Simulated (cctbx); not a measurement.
**From intensities to atoms**

Cell a = 3.9390 Å, b = 3.9390 Å, c = 7.7170 Å, α = 90.00°, β = 90.00°, γ = 90.00°; space group P4/nmm (no. 129, origin choice 1); content Dy2 As2 V2.

Simulated single-crystal data (cctbx): Cu Kα, λ = 1.54184 Å, to d = 0.83 Å, 50 % of the full sphere, strongest reflection 20000 counts, noise from counting, a 3 % proportional error and a noise floor of 15 counts (s.d.); no absorption, and some extinction, which the refinements don't model.

1 earlier start (other random phases, and plain and normalised amplitudes in turn) led nowhere (symmetry correlation 0.92).

Charge flipping in P1 on normalised amplitudes to 0.9 Å, δ = 0.9 σ, 20 % of the reflections treated as weak, 600 cycles:

```text
cycle      R  skewness
    0  0.554     0.16
   50  0.376     1.69
  100  0.358     1.79
  150  0.335     1.92
  200  0.328     1.80
  250  0.355     2.02
  300  0.357     1.95
  350  0.387     1.94
  400  0.353     1.88
  450  0.384     1.80
  500  0.357     1.94
  550  0.363     1.89
origin shift          correlation  skewness
 0.018  0.060  0.010      0.841      1.13
-0.006  0.058  0.303      0.832      1.68
-0.015  0.558  0.021      0.836      2.43
-0.019  0.561  0.308      0.833      5.01
taken: symmetry correlation 0.833, skewness 5.01
peak      x       y       z  mult  height/sigma
Q1    0.0000  0.5000  0.3579    2     13.7
Q2    0.0000  0.5000  0.7273    2      6.2
Q3    0.0000  0.0000  0.0000    2      4.9
Q4    0.0000  0.5000  0.9606    2      1.9
Q5    0.1953  0.3047  0.4548    8      1.3
Q6    0.1639  0.3361  0.2174    8      1.1
Q7    0.0000  0.5000  0.5445    2      1.0
Q8    0.2500  0.2500  0.0000    4      0.9
```

The origin is taken among those within 0.04 of the best correlation, by the skewness of the map.

Run time: 0.54 s on 1 thread of Arm Neoverse N1 (shared host), peak memory 0.07 GiB.

**Question.** Which peaks are atoms, and which elements?

Heights go roughly as Z and multiplicities must add up to the content. First model: Q1 = Dy1 (2 in the cell, height 13.7), Q2 = As1 (2 in the cell, height 6.2) and Q3 = V1 (2 in the cell, height 4.9). Against the true structure, Q1 is Dy, Q2 is As and Q3 is V; the other peaks are not atoms.

Least squares on F², isotropic:

```text
Rint 0.026, 88 unique reflections to 0.83 A
cycle     R1     wR2    GooF  max shift (A)
   1  0.2869  0.6118  29.128   0.11813
   2  0.0126  0.0262   1.246   0.00000
final R1 0.0126 wR2 0.0262 GooF 1.246  parameters 5  data/parameter 17.6
atom        x        y        z      Ueq    occ   su(xyz)  su(Uiso or U11)
Dy1    0.00000  0.50000  0.34406   0.0101  1.000  0.00006  0.0002
As1    0.00000  0.50000  0.74261   0.0120  1.000  0.00012  0.0002
V1     0.00000  0.00000  0.00000   0.0166  1.000  0.00000  0.0004
difference map: max 0.42 min -1.08 rms 0.19
Q1    0.2561  0.2439  0.2996    8    0.42  1.40 A from As1
Q2    0.1451  0.3549  0.2071    8    0.40  1.33 A from Dy1
Q3    0.1552  0.3448  0.4153    8    0.40  1.02 A from Dy1
Q4    0.1265  0.3735  0.0120    8    0.40  1.56 A from V1
Q5    0.2595  0.2405  0.0981    8    0.38  1.59 A from V1
```

Anisotropic refinement:

```text
Rint 0.026, 88 unique reflections to 0.83 A
cycle     R1     wR2    GooF  max shift (A)
   1  0.0126  0.0262   1.269   0.00022
   2  0.0121  0.0249   1.205   0.00000
final R1 0.0121 wR2 0.0249 GooF 1.205  parameters 8  data/parameter 11.0
atom        x        y        z      Ueq    occ   su(xyz)  su(Uiso or U11)
Dy1    0.00000  0.50000  0.34407   0.0101  1.000  0.00006  0.0002
As1    0.00000  0.50000  0.74264   0.0120  1.000  0.00012  0.0003
V1     0.00000  0.00000  0.00000   0.0163  1.000  0.00000  0.0004
difference map: max 0.40 min -1.08 rms 0.18
Q1    0.1502  0.3498  0.4109    8    0.41  0.98 A from Dy1
Q2    0.2572  0.2428  0.2976    8    0.40  1.39 A from As1
Q3    0.1426  0.3574  0.2104    8    0.39  1.30 A from Dy1
Q4    0.0000  0.2753  0.9414    8    0.38  1.17 A from V1
Q5    0.1351  0.3649  0.0125    8    0.37  1.54 A from V1
Q6    0.2633  0.2367  0.1042    8    0.37  1.61 A from V1
```

**Reading.** The refinement ends at R1 = 0.0121, wR2 = 0.0249, GooF = 1.21, with difference density between -1.08 and 0.40 e/Å³. Every site matches the true model in element, within 0.001 Å r.m.s., up to an allowed shift of origin.

True model:

| atom | mult. | x | y | z | Ueq (Å²) |
| --- | --- | --- | --- | --- | --- |
| Dy1 | 2 | 1/2 | 0 | 0.3441 | 0.0110 |
| As1 | 2 | 1/2 | 0 | 0.7427 | 0.0126 |
| V1 | 2 | 1/2 | 1/2 | 0 | 0.0168 |

The model was made for the exercise: a known structure type with other elements put in, its volume estimated, not relaxed; displacement parameters are assumed.

[Middle refinement cycles are left out of these outputs.]

[Logs are printed without paths, hosts, clocks, repeated set-up lines and the standing remarks that a program may print on its own settings, such as how far it seeks lower states.]
